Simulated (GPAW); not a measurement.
# Li/Mo(110): work function by functional and basis, part 2 of 2

Aim: the work function of both faces of Li/Mo(110), and its spread over functionals and bases.

GPAW 26.7.0; GPAW, PAW setups; slab in vacuum, relaxation (the session's first sound run).

So far, upper work function (eV): step 2 (relaxing the atoms, PBE, GPAW) 3.82; step 3 (plane waves, PBE) 3.82; step 4 (self-consistent run: xc = "RPBE") 3.77; step 5 (self-consistent run: xc = "vdW-DF2", GPAW, PAW setups, GPAW) 3.87.

## 6. OptPBE vdW: xc = "optPBE-vdW"

The same geometry under optPBE-vdW, to see how far the functional moves the levels against the vacuum (the van der Waals functionals take revPBE setups).

The input, run.py:

```python
import json
import numpy as np
from ase import Atoms
from gpaw import GPAW, PW

slab = Atoms(
    ['Mo', 'Mo', 'Mo', 'Mo', 'Li'],
    positions=[
        [0.00000, 0.00000, 7.00000],
        [2.22739, -0.00000, 9.22739],
        [0.00000, 0.00000, 11.46484],
        [2.22739, -0.00000, 13.64201],
        [2.22739, -0.00000, 16.31686]],
    cell=[[2.22739, -1.575, 0.0], [2.22739, 1.575, 0.0], [0.0, 0.0, 23.64316]],
    pbc=[True, True, False])

slab.calc = GPAW(mode=PW(400), xc='optPBE-vdW', kpts={'size': (12, 12, 1), 'gamma': True},
                 occupations={'name': 'fermi-dirac', 'width': 0.1}, nbands='300%',
                 convergence={'density': 1e-05}, maxiter=200,
                 poissonsolver={'dipolelayer': 'xy'},
                 symmetry={'tolerance': 1e-3}, txt='slab.txt')
result = {}
energy = slab.get_potential_energy()
fermi = slab.calc.get_fermi_level()
v = slab.calc.get_electrostatic_potential().mean((0, 1)) - fermi
n = slab.calc.get_pseudo_density().mean((0, 1))
L = slab.cell[2, 2]
z = np.arange(len(v)) * L / len(v)
low, high = slab.positions[:, 2].min(), slab.positions[:, 2].max()
below, above = np.interp([low - 4.8, high + 4.8], z, v)
slopes = [np.interp(x, z, np.gradient(v, z)) for x in (low - 4.8, high + 4.8)]
eps = np.array([[slab.calc.get_eigenvalues(k, s) for k in range(len(slab.calc.get_ibz_k_points()))]
                for s in range(slab.calc.get_number_of_spins())]) - fermi
top, bottom = eps[eps < 0].max(), eps[eps > 0].min()
dipole = slab.get_dipole_moment()[2]
print(f'energy {energy:.4f} eV, Fermi level {fermi:.4f} eV, dipole {dipole:.5f} e A')
print(f'potential 4.8 A off the faces, from the Fermi level: lower {below:.4f} eV, upper {above:.4f} eV')
print(f'slope of the potential there: lower {slopes[0]:.5f}, upper {slopes[1]:.5f} eV/A')
print(f'nearest levels on the mesh: {top:.4f} and {bottom:.4f} eV')
print('magnetic moment', round(slab.get_magnetic_moment(), 3))
result.update(energy=energy, fermi=fermi, dipole=dipole, below=below, above=above, slopes=slopes, edges=[top, bottom],
              z=z.tolist(), v=v.tolist(), n=n.tolist(), positions=slab.positions.tolist(),
              forces=slab.get_forces(apply_constraint=False).tolist(), moments=slab.get_magnetic_moments().tolist())
json.dump(result, open('result.json', 'w'))
```

Run with:

```bash
$ OMP_NUM_THREADS=1 OPENBLAS_NUM_THREADS=1 python run.py
```

Log:

```text
energy -99.4744 eV, Fermi level 3.0353 eV, dipole 0.03721 e A
potential 4.8 A off the faces, from the Fermi level: lower 4.8451 eV, upper 3.8848 eV
slope of the potential there: lower -0.00288, upper 0.00652 eV/A
nearest levels on the mesh: -0.0117 and 0.0087 eV
magnetic moment 0.0
```

The job ended after 9.8 min (1 thread of Arm Neoverse V2, shared host; peak memory 0.49 GiB).

This step gave:

```
dipole along the normal                    : 0.03721 e·Å
levels nearest the Fermi level on the mesh : -0.01172, 0.008670 eV from the Fermi level
upper work function                        : 3.885 eV
lower work function                        : 4.845 eV
```

Table of electrostatic potential energy of an electron (without an applied field's), less the Fermi level, planar mean by z:

```
z (Å)  electrostatic potential energy of an electron (without an applied field's), less the Fermi level, planar mean (eV)
  0.0                                                                                                                4.37
  0.5                                                                                                                4.85
  1.0                                                                                                                4.85
  1.5                                                                                                                4.85
  2.0                                                                                                                4.85
  2.5                                                                                                                4.84
  3.0                                                                                                                4.84
  3.5                                                                                                                4.82
  4.0                                                                                                                4.77
  4.5                                                                                                                4.63
  5.0                                                                                                                4.20
  5.5                                                                                                                2.89
  6.0                                                                                                               -1.12
  6.5                                                                                                               -13.5
  7.0                                                                                                               -27.8
  7.5                                                                                                               -13.6
  8.0                                                                                                               -2.55
  8.5                                                                                                               -6.77
  9.0                                                                                                               -24.3
  9.5                                                                                                               -22.8
 10.0                                                                                                               -5.80
 10.5                                                                                                               -2.98
 11.0                                                                                                               -15.2
 11.5                                                                                                               -28.3
 12.0                                                                                                               -12.6
 12.5                                                                                                               -2.74
 13.0                                                                                                               -8.90
 13.5                                                                                                               -26.3
 14.0                                                                                                               -19.0
 14.5                                                                                                               -3.27
 15.0                                                                                                                1.82
 15.5                                                                                                                1.20
 16.0                                                                                                               -2.77
 16.5                                                                                                               -4.26
 17.0                                                                                                              -0.759
 17.5                                                                                                                1.68
 18.0                                                                                                                2.91
 18.5                                                                                                                3.48
 19.0                                                                                                                3.72
 19.5                                                                                                                3.82
 20.0                                                                                                                3.86
 20.5                                                                                                                3.88
 21.0                                                                                                                3.88
 21.5                                                                                                                3.89
 22.0                                                                                                                3.89
 22.5                                                                                                                3.89
 23.0                                                                                                                3.89
 23.5                                                                                                                4.17
```

The upper face's work function is 3.885 eV, against 3.815 eV in the first plane-wave PBE run at this geometry.

## 7. Self-consistent run: xc = "revPBE"

The same geometry under revPBE, to see how far the functional moves the levels against the vacuum.

Changes to run.py since step 6:

```diff
@@ -16,3 +16,3 @@
 
-slab.calc = GPAW(mode=PW(400), xc='optPBE-vdW', kpts={'size': (12, 12, 1), 'gamma': True},
+slab.calc = GPAW(mode=PW(400), xc='revPBE', kpts={'size': (12, 12, 1), 'gamma': True},
                  occupations={'name': 'fermi-dirac', 'width': 0.1}, nbands='300%',
```

Log:

```text
energy -42.6814 eV, Fermi level 3.1655 eV, dipole 0.02988 e A
potential 4.8 A off the faces, from the Fermi level: lower 4.5398 eV, upper 3.7694 eV
slope of the potential there: lower -0.00187, upper 0.00397 eV/A
nearest levels on the mesh: -0.0015 and 0.0062 eV
magnetic moment 0.0
```

Elapsed: 7.9 min, on 1 thread; peak memory 0.37 GiB.

This step gave:

- dipole along the normal: 0.02988 e·Å
- levels nearest the Fermi level on the mesh: -0.001521, 0.006168 eV from the Fermi level
- upper work function: 3.769 eV
- lower work function: 4.540 eV

The upper face's work function is 3.769 eV, against 3.815 eV in the first plane-wave PBE run at this geometry.

## 8. Self-consistent run: xc = "LDA"

The same geometry under LDA, to see how far the functional moves the levels against the vacuum.

Changes to run.py since step 7:

```diff
@@ -16,3 +16,3 @@
 
-slab.calc = GPAW(mode=PW(400), xc='revPBE', kpts={'size': (12, 12, 1), 'gamma': True},
+slab.calc = GPAW(mode=PW(400), xc='LDA', kpts={'size': (12, 12, 1), 'gamma': True},
                  occupations={'name': 'fermi-dirac', 'width': 0.1}, nbands='300%',
```

Log:

```text
energy -49.2789 eV, Fermi level 2.8848 eV, dipole 0.04121 e A
potential 4.8 A off the faces, from the Fermi level: lower 4.9608 eV, upper 3.8980 eV
slope of the potential there: lower -0.00145, upper 0.00382 eV/A
nearest levels on the mesh: -0.0108 and 0.0089 eV
magnetic moment 0.0
```

Run time: 6.8 min. Hardware: 1 thread; peak memory 0.37 GiB.

Numbers from this step:

```
dipole along the normal                    : 0.04121 e·Å
levels nearest the Fermi level on the mesh : -0.01076, 0.008854 eV from the Fermi level
upper work function                        : 3.898 eV
lower work function                        : 4.961 eV
```

The electrostatic potential energy of an electron (without an applied field's), less the Fermi level, planar mean oscillates, so the rows of the table below give means over windows of 2.22 Å about each position, cut where the curve ends. Its maxima inside the range that stand out by 2 % of the span (Å: eV): 8.1: -1.79, 10.3: -1.87, 12.6: -2.19, 15.2: 2.35. Its minima: 7.0: -27.8, 9.2: -28.2, 11.5: -28.2, 13.6: -27.9, 16.4: -4.58.

Table of electrostatic potential energy of an electron (without an applied field's), less the Fermi level, planar mean by z; means over each step:

```
z (Å)  electrostatic potential energy of an electron (without an applied field's), less the Fermi level, planar mean (eV)
 1.11                                                                                                                4.92
 3.33                                                                                                                4.93
 5.55                                                                                                              -0.171
 7.77                                                                                                               -13.1
 9.99                                                                                                               -13.2
12.21                                                                                                               -13.7
14.43                                                                                                               -9.29
16.65                                                                                                               -1.18
18.87                                                                                                                3.55
21.09                                                                                                                3.90
23.31                                                                                                                3.94
```

The upper face's work function is 3.898 eV, against 3.815 eV in the first plane-wave PBE run at this geometry.

## 9. Real-space grid: mode = "fd"

A real-space grid is a second complete basis, so it checks the plane-wave result.

Changes to run.py since step 8:

```diff
@@ -3,3 +3,3 @@
 from ase import Atoms
-from gpaw import GPAW, PW
+from gpaw import GPAW
 
@@ -16,3 +16,3 @@
 
-slab.calc = GPAW(mode=PW(400), xc='LDA', kpts={'size': (12, 12, 1), 'gamma': True},
+slab.calc = GPAW(mode='fd', h=0.18, xc='PBE', kpts={'size': (12, 12, 1), 'gamma': True},
                  occupations={'name': 'fermi-dirac', 'width': 0.1}, nbands='300%',
```

Log:

```text
energy -44.6568 eV, Fermi level -4.2408 eV, dipole 0.03301 e A
potential 4.8 A off the faces, from the Fermi level: lower 4.6660 eV, upper 3.8137 eV
slope of the potential there: lower -0.00156, upper 0.00347 eV/A
nearest levels on the mesh: -0.0050 and 0.0057 eV
magnetic moment 0.0
```

Wall time 49 min (1 thread); peak memory 2.5 GiB.

This step gave:

| Item | Value |
| --- | --- |
| dipole along the normal | 0.03301 e·Å |
| levels nearest the Fermi level on the mesh | -0.005043, 0.005708 eV from the Fermi level |
| upper work function | 3.814 eV |
| lower work function | 4.666 eV |

The electrostatic potential energy of an electron (without an applied field's), less the Fermi level, planar mean oscillates, so the rows of the table below give means over windows of 2.24 Å about each position, cut where the curve ends. Its maxima inside the range that stand out by 2 % of the span (Å: eV): 8.1: -2.12, 10.4: -2.21, 12.5: -2.50, 15.1: 2.13. Its minima: 7.0: -28.1, 9.2: -28.6, 11.5: -28.6, 13.6: -28.1, 16.4: -4.66.

Table of electrostatic potential energy of an electron (without an applied field's), less the Fermi level, planar mean by z; means over each step:

```
z (Å)  electrostatic potential energy of an electron (without an applied field's), less the Fermi level, planar mean (eV)
 1.12                                                                                                                4.66
 3.36                                                                                                                4.64
 5.60                                                                                                               -1.08
 7.84                                                                                                               -13.4
10.08                                                                                                               -13.5
12.32                                                                                                               -14.1
14.56                                                                                                               -8.20
16.80                                                                                                               -1.13
19.04                                                                                                                3.57
21.28                                                                                                                3.81
23.52                                                                                                                3.82
```

The upper face's work function is 3.814 eV, against 3.815 eV in the first plane-wave PBE run at this geometry.

## 10. All levels side by side

Times are for 1 thread of Arm Neoverse V2, shared host. The runs compared:

```
no.         run  upper work function (eV)  lower work function (eV)     time  memory (GiB)
  1          pw                     3.815                     4.667  7.1 min          0.37
  2        RPBE                     3.773                     4.519  7.7 min          0.36
  3     vdW DF2                     3.869                     4.946   11 min          0.49
  4  optPBE vdW                     3.885                     4.845  9.8 min          0.49
  5      revPBE                     3.769                     4.540  7.9 min          0.37
  6         LDA                     3.898                     4.961  6.8 min          0.37
  7          fd                     3.814                     4.666   49 min           2.5
```

## 11. Atomic orbitals

Atom-centred orbitals end a few angstrom from the surface, which tests how much the density's tail matters.

Changes to run.py since step 9:

```diff
@@ -16,4 +16,4 @@
 
-slab.calc = GPAW(mode='fd', h=0.18, xc='PBE', kpts={'size': (12, 12, 1), 'gamma': True},
-                 occupations={'name': 'fermi-dirac', 'width': 0.1}, nbands='300%',
+slab.calc = GPAW(mode='lcao', basis='dzp', h=0.18, xc='PBE', kpts={'size': (12, 12, 1), 'gamma': True},
+                 occupations={'name': 'fermi-dirac', 'width': 0.1}, nbands='120%',
                  convergence={'density': 1e-05}, maxiter=200,
```

Log:

```text

```

Wall time 53 min (1 thread); peak memory 0.51 GiB.

The run was cut off at its time limit.

## 12. Side by side

Results and costs are gathered.

This step: comparison of work functions, dipole and cost (GPAW 26.7.0).

Ladder, by row:

```
      step  code  work function, upper (eV)  work function, lower (eV)  dipole (e Å)  wall time (s)  peak memory (GiB)  threads
        pw  GPAW                      3.815                      4.667       0.03304          425.2               0.37        1
      RPBE  GPAW                      3.773                      4.519       0.02894          464.8               0.36        1
   vdW-DF2  GPAW                      3.869                      4.946       0.04175          656.9               0.49        1
optPBE-vdW  GPAW                      3.885                      4.845       0.03721          587.3               0.49        1
    revPBE  GPAW                      3.769                       4.54       0.02988          472.4               0.37        1
       LDA  GPAW                      3.898                      4.961       0.04121          407.7               0.37        1
        fd  GPAW                      3.814                      4.666       0.03301           2929               2.52        1
```

## 13. Outcome

```json
{
  "work function, upper and lower face": "3.815 and 4.667 eV",
  "dipole along the normal": "0.0330 e Å"
}
```

In words: With plane waves and PBE the work function is 3.82 eV on the upper face and 4.67 eV on the lower. The two faces differ by 0.85 eV, the step that the slab's dipole makes (e p/(ε0 A) gives 0.85 eV), so the dipole layer is needed. Over the sound runs of the table the upper face's work function spans 3.769 (revPBE) to 3.898 eV (LDA). The cell of 7.02 Å² holds one Li, started on one chosen site; other sites and coverages weren't tried. The in-plane lattice was kept as typed, which isn't the functional's own and leaves some strain; spin-orbit coupling and temperature are left out.

[Logs are printed without paths, hosts, clocks, repeated set-up lines and the standing remarks that a program may print on its own settings, such as how far it seeks lower states.]

[Hosts, paths, dates, database ids (printed as entryN), source tags and the programs' standing remarks are cut or masked in the printed files.]
